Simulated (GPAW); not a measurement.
## A GW chain in GPAW: PtS2 (P-3m1)

Wanted: ground state, empty states, screening and self-energy for PtS2 (P-3m1).

Program: GPAW 26.7.0. Level of theory: PBE and many-body steps on it, plane waves. Results are calculated unless marked as measured.

## (1) Set-up

It takes space group P-3m1 (No. 164, trigonal). The conventional cell has a = 3.549 Å, b = 3.549 Å, c = 5.597 Å, α = 90.00°, β = 90.00°, γ = 120.00°. Nearest to Pt lie 6 S at 2.39 Å. Nearest to S lie 3 Pt at 2.39 Å. Farther neighbours and most contacts between anions are not listed.

The cell and positions are those that the Materials Project relaxed with its own functionals (PBE, PBE+U or r2SCAN), kept fixed. Spin-orbit coupling is left out unless a step names it.

## (2) Ground state

This step: GPAW 26.7.0; DFT, PBE, plane waves, PAW.

The ground-state density comes first.

Contents of run.py:

```python
import json
import numpy as np
from gpaw.mpi import world
from ase import Atoms
from gpaw import GPAW, PW, FermiDirac

atoms = Atoms(['Pt', 'S', 'S'],
    cell=[[3.5487421893, 0.0000000000, 0.0000000000],
      [-1.7743710947, 3.0733008875, 0.0000000000],
      [0.0000000000, 0.0000000000, 5.5970665400]],
    scaled_positions=[[0.0000000000, 0.0000000000, 0.0000000000],
      [0.6666666667, 0.3333333333, 0.7796640600],
      [0.3333333333, 0.6666666667, 0.2203359400]],
    pbc=(True, True, True))
calc = GPAW(mode=PW(450),
    xc='PBE',
    kpts={'size': (6, 6, 4), 'gamma': True},
    occupations=FermiDirac(0.001),
    nbands=-7,
    convergence={'density': 1e-6, 'bands': -3},
    maxiter=100,
    txt='gs.txt')
atoms.calc = calc
res = {'energy': atoms.get_potential_energy()}
kpts = calc.get_ibz_k_points()
res['kpts'] = kpts
res['eigenvalues'] = [calc.get_eigenvalues(kpt=k) for k in range(len(kpts))]
res['n_electrons'] = calc.get_number_of_electrons()
calc.write('gs.gpw')

if world.rank == 0:
    with open('result.json', 'w') as f:
        json.dump(res, f, default=lambda x: x.tolist())
```

The run is started by

```console
$ mpirun -n 4 gpaw python run.py
```

Numbers of over 12 decimals in the logs are rounded to 6 here.

The program printed:

```text
__  _  _
 | _ |_)|_||  |
 |__||  | ||/\| - 26.7.0

Input parameters:
  mode=PW(ecut=450.000000),
  convergence={'density': 1e-06, 'bands': -3},
  kpts=MonkhorstPack(size=(6, 6, 4), gamma=True),
  maxiter=100,
  nbands=-7,
  occupations=Occupations(name='fermi-dirac', width=0.001, fixmagmom=False),
  xc=XC(name='PBE')
  [... matrices ...]
Diagonalizing LCAO Hamiltonian
Converting LCAO to pw mode

            S

         S

       Pt

Atoms  # Å, Bohr magnetons
|   | symbol |         x |        y |        z |    initial magnetic moments |
| 0 |     Pt |  0.000000 | 0.000000 | 0.000000 | ( 0.0000,  0.0000,  0.0000) |
| 1 |      S |  1.774371 | 1.024434 | 4.363832 | ( 0.0000,  0.0000,  0.0000) |
| 2 |      S | -0.000000 | 2.048867 | 1.233235 | ( 0.0000,  0.0000,  0.0000) |

Unit cell  # Å
| periodic |         x |        y |        z |  lengths |     angles |
|      yes |  3.548742 | 0.000000 | 0.000000 | 3.548742 |  90.000000 |
|      yes | -1.774371 | 3.073301 | 0.000000 | 3.548742 |  90.000000 |
|      yes |  0.000000 | 0.000000 | 5.597067 | 5.597067 | 120.000000 |

Number of symmetries: 12
Symmetry operations  # r_c * U_cc + t_c -> r_c
|    | kind |            matrix            |
|  0 |  σ   |  1, 1, 0,  0,-1, 0,  0, 0, 1 |
|  1 |  S6  |  1, 1, 0, -1, 0, 0,  0, 0,-1 |
|  2 |  E   |  1, 0, 0,  0, 1, 0,  0, 0, 1 |
|  3 |  C2  |  1, 0, 0, -1,-1, 0,  0, 0,-1 |
|  4 |  C2  |  0, 1, 0,  1, 0, 0,  0, 0,-1 |
|  5 |  C3  |  0, 1, 0, -1,-1, 0,  0, 0, 1 |
|  6 |  S6  |  0,-1, 0,  1, 1, 0,  0, 0,-1 |
|  7 |  σ   |  0,-1, 0, -1, 0, 0,  0, 0, 1 |
|  8 |  σ   | -1, 0, 0,  1, 1, 0,  0, 0, 1 |
|  9 |  i   | -1, 0, 0,  0,-1, 0,  0, 0,-1 |
| 10 |  C3  | -1,-1, 0,  1, 0, 0,  0, 0, 1 |
| 11 |  C2  | -1,-1, 0,  0, 1, 0,  0, 0,-1 |

BZ-sampling:
  Number of BZ points: 144
  Number of IBZ points: 24

  Monkhorst-Pack size: [6, 6, 4]
  Monkhorst-Pack shift: [0.083333, 0.083333, 0.125]

K-points  # in reciprocal-cell coordinates
|     |                                coordinates |     weight |
|   0 | (  0.00000000,   0.00000000,   0.00000000) | 0.00694444 |
|   1 | (  0.00000000,   0.00000000,   0.25000000) | 0.01388889 |
|   2 | (  0.00000000,   0.00000000,   0.50000000) | 0.00694444 |
|   3 | (  0.16666667,   0.00000000,  -0.25000000) | 0.04166667 |
|   4 | (  0.16666667,   0.00000000,   0.00000000) | 0.04166667 |
|   5 | (  0.16666667,   0.00000000,   0.25000000) | 0.04166667 |
|   6 | (  0.16666667,   0.00000000,   0.50000000) | 0.04166667 |
|   7 | (  0.33333333,  -0.16666667,   0.00000000) | 0.04166667 |
|   8 | (  0.33333333,  -0.16666667,   0.25000000) | 0.08333333 |
|   9 | (  0.33333333,  -0.16666667,   0.50000000) | 0.04166667 |
| ... |                                            |            |
|  23 | (  0.50000000,   0.50000000,   0.50000000) | 0.02083333 |

Plane wave coefficients: 1338
Cutoff: 450.000000 eV

Spin-components: 1 (collinear spins)
Bands:           21
Projectors:      16
Spin-degeneracy: 2
Datatype:        complex128

  Storage: CPU
  Wave functions: 10_604_160 bytes (2_651_040 per core)
  Projectors: 11_614_080 bytes (2_903_520 per core)
  [... matrices ...]
Parallelization:
  kpt:    4
  domain: 1
  band:   1

Density:
  Valence electrons: 28.0
  Components: 1
  Grid points: [18 18 28]
  Charge: 0.0  # |e|

Potential:
  Grid points: [18 18 28]

species:
  Pt:
    name:    Platinum
    Z:       78.0
    valence: 16
    core:    62
    charge:  0.0  # [|e|]
    compensation charges:
      type: gauss
      rc: 0.41  # [Å]
      lmax: 2
    cutoffs:
      filter: 2.26  # [Å]
      core: 2.26  # [Å]
    projectors
    | kind |    occ | energy [eV] | rcut [Å] |
    |   6s |  1.000 |      -5.628 |    1.307 |
    |   5p |  6.000 |     -56.051 |    1.371 |
    |   6p |  0.000 |      -0.845 |    1.371 |
    |   5d |  9.000 |      -6.153 |    1.307 |
    |    s |        |      21.583 |    1.307 |
    |    d |        |      21.058 |    1.307 |

    Using partial waves for Pt as LCAO basis

  S:
    name:    Sulfur
    Z:       16.0
    valence: 6
    core:    10
    charge:  0.0  # [|e|]
    compensation charges:
      type: gauss
      rc: 0.24  # [Å]
      lmax: 2
    cutoffs:
      filter: 1.77  # [Å]
      core: 1.66  # [Å]
    projectors
    | kind |    occ | energy [eV] | rcut [Å] |
    |   3s |  2.000 |     -17.254 |    0.974 |
    |   3p |  4.000 |      -7.008 |    0.979 |
    |    s |        |       9.957 |    0.974 |
    |    p |        |      20.203 |    0.979 |
    |    d |        |       0.000 |    0.900 |

    Using partial waves for S as LCAO basis

Reference energy: -522090.602563  # eV

eigensolver:
  PPCG
  Converge bands: -3
  niter=2

density mixing:
  MSR1-Mixer
  Pratt-step length: 0.05
  Maximum mixing coefficient: 0.75
  Old densities: 10
  SVD Regularization: 0.005
  Good broyden scale: 1.0
  Trust region scale: 1.0
  Backstep threshold: 4.0
  History deletion threshold: 6.0
  Fourier metric: weight=20.0, sigma=0.015

occupation numbers:
  Fermi-Dirac:
    width: 0.0010  # eV

poisson solver:
  ecut: 3600.000000  # eV

xc functional:
  name: PBE with 2 nearest neighbor stencil

Initialization done in: 1.021 s

convergence criteria:
- Maximum integral of absolute [dens]ity change: 1e-06 electrons / valence electron
- Maximum [total energy] change in last 3 cyles: 0.0005 eV / valence electron
- Maximum integral of absolute [eigenst]ate change: 4e-08 eV^2 / valence electron
maximum number of iterations: 100

SCF iterations
|iter     |     time |      energy | eigst |  dens |
|iter:   1|  |  -17.126163 | +0.83 |       |
|iter:   2|  |  -16.600624 | -0.84 | -1.06 |
|iter:   3|  |  -15.690076 | -0.90 | -1.13 |
|iter:   4|  |  -15.671629 | -2.47 | -1.61 |
|iter:   5|  |  -15.658469 | -2.77 | -1.82 |
|iter:   6|  |  -15.658431c| -4.01 | -2.69 |
|iter:   7|  |  -15.658510c| -4.70 | -3.19 |
|iter:   8|  |  -15.658514c| -5.98 | -3.94 |
|iter:   9|  |  -15.658515c| -6.94 | -4.48 |
|iter:  10|  |  -15.658515c| -7.58c| -4.90 |
|iter:  11|  |  -15.658515c| -8.11c| -5.67 |
|iter:  12|  |  -15.658515c| -8.89c| -6.21c|

Converged in 12 steps
SCF loop duration: 4.181 s (0.348 s/step)
Energy contributions relative to reference atoms: (reference = -522090.602563)
  [... matrices ...]
Energy contributions:
  Kinetic:           0.479570
  Coulomb:          -3.429600
  Zero:             -0.366429
  External:          0.000000
  Xc:              -12.342055
  Entropy:          -0.000000
  Spinorbit:         0.000000
  ----------------------------
  Free energy:     -15.658515
  Extrapolated:    -15.658515

dipole moment: (-6.140075, -10.634922, -19.368220)  # |e|*Ang

Fermi level: 6.755
Eigenvalues  # (at kpt = [0.000, 0.000, 0.000])
| band index |      eig [eV] | occ [0-2] |
|          0 |       -47.657 |     2.000 |
|        ... |               |           |
|          6 |        -0.347 |     2.000 |
|          7 |        -0.347 |     2.000 |
|          8 |         2.313 |     2.000 |
|          9 |         2.313 |     2.000 |
|         10 |         4.120 |     2.000 |
|         11 |         5.001 |     2.000 |
|         12 |         5.001 |     2.000 |
|         13 |         5.485 |     2.000 |
|         14 |         8.320 |     0.000 |
|         15 |         8.320 |     0.000 |
|         16 |        11.114 |     0.000 |
|         17 |        11.185 |     0.000 |
|         18 |        14.095 |     0.000 |
|         19 |        14.095 |     0.000 |
|         20 |        16.695 |     0.000 |

Gap: 1.304 eV
Transition (v -> c):
  (s=0, k=3, n=13, [0.17, 0.00, -0.25]) -> (s=0, k=10, n=14, [0.33, 0.00, -0.25])
Direct/indirect transitions are different
Direct gap: 1.618 eV
Transition at: (s=0, k=3, n=13, [0.17, 0.00, -0.25])
# Writing to gs.gpw (mode='')
  [... matrices ...]
```

Elapsed: 7 s, on 4 MPI ranks of Arm Neoverse V1, shared host; peak memory 0.63 GiB.

Numbers from this step:

| Quantity | Value |
| --- | --- |
| total energy | -15.66 eV |
| gap | 1.304 eV |
| k of the valence top | 0.1667, 0, -0.25 |
| k of the conduction bottom | 0.3333, 0, -0.25 |
| least direct gap | 1.618 eV |

The gap is indirect, with the least direct gap 0.31 eV higher.

## (3) Empty states on the mesh, 3×3×2 mesh, 402 bands

The sums over transitions need many empty states on a uniform mesh; this step solves for them.

Contents of run.py:

```python
import json
import numpy as np
from gpaw.mpi import world
from gpaw import GPAW

calc = GPAW('gs.gpw').fixed_density(kpts={'size': (3, 3, 2), 'gamma': True},
    parallel={'domain': 1, 'band': 1},
    txt='nscf.txt')
calc.diagonalize_full_hamiltonian(nbands=402)
calc.write('full.gpw', mode='all')
res = {}
kpts = calc.get_ibz_k_points()
res['kpts'] = kpts
res['eigenvalues'] = [calc.get_eigenvalues(kpt=k) for k in range(len(kpts))]
res['n_electrons'] = calc.get_number_of_electrons()

if world.rank == 0:
    with open('result.json', 'w') as f:
        json.dump(res, f, default=lambda x: x.tolist())
```

The run is started by

```console
$ mpirun -n 4 gpaw python run.py
```

The program printed:

```text
Diagonalizing LCAO Hamiltonian
Converting LCAO to pw mode
convergence criteria:
- Maximum integral of absolute [eigenst]ate change: 4e-08 eV^2 / valence electron
maximum number of iterations: 100

SCF iterations
|iter     |     time |      energy | eigst |  dens |
|iter:   1|  |             | +0.85 |       |
|iter:   2|  |             | -0.60 |       |
|iter:   3|  |             | -2.13 |       |
[...]
|iter:   7|  |             | -6.30 |       |
|iter:   8|  |             | -7.21 |       |
|iter:   9|  |             | -7.62c|       |
SCF steps: 9
  __  _  _
 | _ |_)|_||  |
 |__||  | ||/\| - 26.7.0

Input parameters:
  mode=PW(ecut=450.000000),
  convergence={'density': 1e-06, 'bands': -3},
  gpts=array([18, 18, 28]),
  kpts=MonkhorstPack(size=(3, 3, 2), gamma=True),
  maxiter=100,
  nbands=21,
  occupations=Occupations(name='fermi-dirac', width=0.001, fixmagmom=False),
  parallel={'domain': 1, 'band': 1},
  xc=XC(name='PBE')
Matrix size: 1315x1315
# Writing to full.gpw (mode='all')
  [... matrices ...]

timing:  # [seconds]
  Total: 6.456  # ━━━━━━━━━━━━━━━━━━━━━━━━━━━━━━━━━━━━━━━━━━━━━━━━━━━━━━━━━━━
```

Run time: 10 s. Hardware: 4 MPI ranks; peak memory 1.1 GiB; 40 s of CPU time.

Numbers from this step:

| Property | Result |
| --- | --- |
| gap | 1.520 eV |
| k of the valence top | 0, 0, 0 |
| k of the conduction bottom | 0.3333, 0.3333, 0 |
| least direct gap | 2.400 eV |
| k points computed | 6 |
| lowest point of the top converged band, above the valence top | 187.6810 eV |

On this mesh the gap is 1.520 eV. The earlier step found 1.304 eV, so this mesh misses an edge.

## (4) Screening and self-energy, 3×3×2 mesh, 182 bands, screening to 120 eV

Now the one-shot GW correction: screening in the RPA, then the self-energy of the levels asked for.

This step: G0W0 on PBE, plane waves, PAW.

Contents of run.py:

```python
import json
import numpy as np
from gpaw.mpi import world
from gpaw.response.g0w0 import G0W0

gw = G0W0('full.gpw',
    filename='gw',
    kpts=[0, 3, 4],
    bands=(12, 16),
    ecut=120,
    nbands=182,
    integrate_gamma='WS',
    ppa=True)
gw.calculate()
res = {mode: {k: v for k, v in r.items() if k != 'sigma_eskwn'}
       for mode, r in gw.all_results.items()}

if world.rank == 0:
    with open('result.json', 'w') as f:
        json.dump(res, f, default=lambda x: x.tolist())
```

The run is started by

```console
$ mpirun -n 4 gpaw python run.py
```

The program printed:

```text
Using integrator: PointIntegrator
FrequencyGridDescriptor(from 0.000+0.000j to 0.000+27.211j eV, 2 points)
Nonperiodic BCs:  [False False False]
Using integrator: PointIntegrator
FrequencyGridDescriptor(from 0.000+0.000j to 0.000+27.211j eV, 2 points)
Nonperiodic BCs:  [False False False]
  ___  _ _ _
 |   || | | |
 | | || | | |
 |__ ||_____|
 |___|

BZ k-points: Symmetries present (total): 12

  [... matrices ...]
18 k-points: 3 x 3 x 2 Monkhorst-Pack grid + [0.000000,0.000000,1/4]
6 k-points in the irreducible part of the Brillouin zone
       k-points in crystal coordinates                weights
   0:     0.00000000    0.00000000    0.00000000          1/18
   1:     0.00000000    0.00000000    0.50000000          1/18
   2:     0.33333333    0.00000000    0.00000000          6/18
   3:     0.33333333    0.00000000    0.50000000          6/18
   4:     0.33333333    0.33333333    0.00000000          2/18
   5:     0.33333333    0.33333333    0.50000000          2/18

Distributing spins, k-points and bands (1 x 3 x 4) over 4 processes
Number of blocks: 1

Quasi particle states:
k-points (IBZ indices): [0, 3, 4]
Band range: (12, 16)
  [... matrices ...]
Computational parameters:
Plane wave cut-off: 120 eV
Number of bands: 182
Coulomb cutoff: None
Broadening: 0.1 eV

fxc modes: GW
Kernel: RPA
Using Godby-Needs plasmon-pole approximation:
  Fitting energy: i*E0, E0 = 1.000 Hartree
Summing all q:

Calculating screened Coulomb potential
No Coulomb truncation
FrequencyGridDescriptor(from 0.000+0.000j to 0.000+27.211j eV, 2 points)
Removing empty qpoint cache files...

Calculating chi0 body with:
    Ground state adapter containing:
    Number of spins: 1
    Number of kpoints: 18
    Number of irreducible kpoints: 6
    Number of completely occupied states: 14
    Number of partially occupied states: 14
    Occupied states memory: 1.93798828125 M / cpu

    Linear response parametrization:
    q_c: [0.0, 0.0, 0.0]
    Number of frequency points: 2
    Planewave cutoff: 120.0
    Number of bands: 182
    Number of planewaves: 183
    Broadening (eta): 1e-06
    comm.size: 4
    kncomm.size: 4
    blockcomm.size: 1

    Memory estimate of potentially large arrays:
        chi0_wGG: 1.022003 M / cpu
Integrating chi0 body.

Symmetries of q_c:
    Direct symmetries (Uq -> q): 12
    Indirect symmetries (TUq -> q): 0
In total 12 allowed symmetries.

  [... matrices ...]
6 groups of equivalent kpoints. 66.666667% reduction.

Integral kind: response function
Integrating chi0 head and wings.

Symmetries of q_c:
    Direct symmetries (Uq -> q): 12
    Indirect symmetries (TUq -> q): 0
In total 12 allowed symmetries.

  [... matrices ...]
6 groups of equivalent kpoints. 66.666667% reduction.

Integral kind: response function wings

Calculating chi0 body with:
    Ground state adapter containing:
    Number of spins: 1
    Number of kpoints: 18
    Number of irreducible kpoints: 6
    Number of completely occupied states: 14
    Number of partially occupied states: 14
    Occupied states memory: 1.93798828125 M / cpu

[... the further q-points ...]

Results:
f:      Occupation numbers
eps:     KS-eigenvalues [eV]
vxc:     KS vxc [eV]
exx:     Exact exchange [eV]
sigma:   Self-energies [eV]
dsigma:  Self-energy derivatives
Z:       Renormalization factors
qp:      QP-energies [eV]

k-point 0 (0): (0.000, 0.000, 0.000)                GW
band       f     eps     vxc     exx   sigma  dsigma       Z      qp
                                                                   GW
  12   1.000   5.001 -16.374 -18.342   1.427  -0.288   0.776   4.581
  13   1.000   5.485 -15.785 -17.152   0.943  -0.296   0.772   5.157
  14   0.000   8.320 -20.684 -17.022  -2.729  -0.285   0.778   9.047
  15   0.000   8.320 -20.684 -17.022  -2.729  -0.285   0.778   9.047

k-point 1 (3): (0.333, 0.000, 0.500)                GW
band       f     eps     vxc     exx   sigma  dsigma       Z      qp
                                                                   GW
  12   1.000   4.420 -19.595 -22.718   2.738  -0.288   0.776   4.121
  13   1.000   4.917 -18.754 -21.486   2.375  -0.294   0.773   4.641
  14   0.000   7.317 -20.796 -17.167  -2.775  -0.277   0.783   7.986
  15   0.000   7.908 -20.224 -16.392  -2.920  -0.284   0.779   8.618

k-point 2 (4): (0.333, 0.333, 0.000)                GW
band       f     eps     vxc     exx   sigma  dsigma       Z      qp
                                                                   GW
  12   1.000   4.604 -21.551 -25.218   3.423  -0.293   0.773   4.416
  13   1.000   4.604 -21.551 -25.217   3.423  -0.293   0.773   4.416
  14   0.000   7.005 -20.259 -16.574  -2.832  -0.273   0.785   7.674
  15   0.000   7.005 -20.258 -16.574  -2.832  -0.273   0.785   7.674
```

The job ended after 24 s (4 MPI ranks; peak memory 1.2 GiB; 96 s of CPU time).

This step gave:

```
G0W0 gap on the points computed              : 2.517 eV
least direct G0W0 gap on the computed points : 3.258 eV
Z at the valence top                         : 0.7718
Z at the conduction bottom                   : 0.7853
starting gap on the mesh                     : 1.520 eV
k of the valence top                         : 0, 0, 0
k of the conduction bottom                   : 0.3333, 0.3333, 0
```

The gap on the mesh goes from 1.52 eV to 2.52 eV, a correction of +1.00 eV. The start differs from the 1.30 eV found before because the two sample other k points.

Limits: finite bands, cutoff and mesh; no spin polarisation; d states lean on the start; no spin-orbit coupling; coarse k mesh. v1 is the top filled band, c1 the lowest empty one. The levels before and after the correction (eV, zero at the valence-band top of each column):

|  | conduction bottom | valence top |
| --- | --- | --- |
| Kohn-Sham | 1.52 | 0.00 |
| G0W0 | 2.52 | 0.00 |

|  | level | energy (eV) |
| --- | --- | --- |
| Kohn-Sham | Γ v2 | -0.483 |
| Kohn-Sham | Γ v1 | 0.000 |
| Kohn-Sham | Γ c1-c2 | 2.836 |
| Kohn-Sham | (0.333 0.333 0) v2-v1 | -0.880 |
| Kohn-Sham | (0.333 0.333 0) c1-c2 | 1.520 |
| G0W0 | Γ v2 | -0.576 |
| G0W0 | Γ v1 | 0.000 |
| G0W0 | Γ c1-c2 | 3.890 |
| G0W0 | (0.333 0.333 0) v2-v1 | -0.741 |
| G0W0 | (0.333 0.333 0) c1-c2 | 2.517 |

## (5) Where the time went

Times are wall times on 4 MPI ranks of Arm Neoverse V1, shared host, good to a factor of about two.

| step | time | share | memory (GiB) |
| --- | --- | --- | --- |
| ground state | 7 s | 17 % | 0.63 |
| empty states on the mesh | 10 s | 25 % | 1.1 |
| screening and self-energy | 24 s | 58 % | 1.2 |

## (6) Results

```yaml
pbe_gap: 1.30 eV, indirect
g0w0_gap_on_the_mesh: 2.52 eV
g0w0_gap_over_the_zone_rigid_shift: 2.30 eV
gw_settings: 3×3×2 mesh, 182 bands, screening to 120 eV, Godby-Needs plasmon pole
known_limits: not at the basis limit; no spin polarisation; d states lean on the start; no spin-orbit coupling; coarse k mesh
```

In words: G0W0 moves the gap on the mesh from 1.52 eV to 2.52 eV (+1.00 eV), with Z of 0.77 and 0.79 at the edges. The mesh misses the band edges by 0.22 eV in all; a rigid shift gives 2.30 eV for the zone. Only 3 of the mesh's irreducible points were corrected, so a valley elsewhere could overtake. The dearest step here is «screening and self-energy». Bands and cutoff are finite, so the gap is not at the basis limit. The miss can reach some tenths of an eV and take either sign; the mesh is an error of its own. These stock PAW sets were not made for GW. In the G0W0 run levels were corrected at 3 k points alone, so a gap called «on the mesh» is the least over those, and an edge elsewhere would be missed. A denser mesh or path gives a starting gap of 1.30 eV: the GW mesh misses a band edge, so its gaps are not the fundamental one. The 3×3×2 mesh is coarse for this cell, which bears on the long-range parts of exchange and screening. The runs have no spin polarisation. For a closed low-spin shell that is the natural state; where a d or f shell is open it is a constraint, and the gap is then not the crystal's own. With d states at the gap, one-shot GW leans hard on its start. The many-body steps are scalar-relativistic: spin-orbit coupling is not in them.

[Paths, hosts, dates, memory and timing lines, banners, echoed tables and standing remarks are left out of the program output.]

[Logs are printed without paths, hosts, clocks, repeated set-up lines and the standing remarks that a program may print on its own settings, such as how far it seeks lower states.]

[Runs of the session that timed out or met a known fault of the program may be left out.]

[Hosts, paths, dates, database ids (printed as entryN), source tags and the programs' standing remarks are cut or masked in the printed files.]
